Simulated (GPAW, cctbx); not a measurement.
# Cs2KCrI6: what bonding does to one electron reflection, worked out

Cs2KCrI6, Fm-3m (no. 225), a = 12.3198 Å, b = 12.3198 Å, c = 12.3198 Å, α = 90.00°, β = 90.00°, γ = 90.00°.

| atom | mult. | x | y | z |
| --- | --- | --- | --- | --- |
| Cs1 | 8 | 1/4 | 3/4 | 3/4 |
| I1 | 24 | 0 | 0 | 0.7760 |
| Cr1 | 4 | 0 | 0 | 0 |
| K1 | 4 | 1/2 | 0 | 0 |

The cell comes from substitution in a known structure type and wasn't matched to any measured phase.

A DFT run (GPAW, PBE, 450 eV, 3×3×3 k-points, Fermi–Dirac width 0.05 eV, spin-polarised) gives the static X-ray structure factor of 022 as 201.134 e for the conventional cell; superposed free atoms give 203.027 e. **Problem.** Find the Fourier component V of the crystal potential and the two-beam extinction distance at 200 kV in both cases.

### 1. Geometry

The cell volume is Ω = 1869.86 Å³ and d(022) = 4.3557 Å, so g = 1/d = 0.2296 Å⁻¹.

### 2. The nuclei

Electrons feel nuclei as well as electrons, so the nuclear charges are summed with the same phases.

Phase sums Σ exp(2πi h·x), turned so that the total is real and positive: Cs +8.000, I -7.152, Cr +4.000, K +4.000. Then F_Z = 55 × (+8.000) + 53 × (-7.152) + 24 × (+4.000) + 19 × (+4.000) = 232.95 e. The electron term has the same sign for this reflection.

### 3. Mott–Bethe

Poisson's equation, term by term, gives V = (e/4πε₀)(F_Z − F)/(πΩg²), with e/4πε₀ = 14.3996 V Å.

The prefactor is 14.3996 × 4.3557²/(π × 1869.86) = 0.04651 V per electron. Free atoms: (232.95 − 203.027) × 0.04651 = 1.392 V. Crystal: (232.95 − 201.134) × 0.04651 = 1.480 V. F changes by -0.93 % and V by +6.3 %: the same 1.89 e is measured against F_Z − F = 29.9 e in place of F = 203.0 e.

### 4. Extinction distance

In the two-beam case ξ = 1/(λU) with U = 2γm₀eV/h², that is ξ = 150.41 V Å²/(γλV).

At 200 kV, λ = 0.02508 Å and γ = 1.3914. Free atoms: ξ = 3097 Å. Crystal: ξ = 2913 Å. The thickness fringes go as sin²(πt/ξ), so the two patterns slip by a quarter of a period when t|1/ξ₁ − 1/ξ₀| = 1/4, at t ≈ 1224 nm, thicker than usual samples. Thermal motion, absorption and many-beam coupling, left out here, change a real pattern.

### 5. Answer

V(022) is 1.48 V against 1.39 V, and ξ is 2913 against 3097 Å. Limits: static atoms, two beams; a ferromagnetic start is the only order tried, and the real ground state may be antiferromagnetic or insulating.
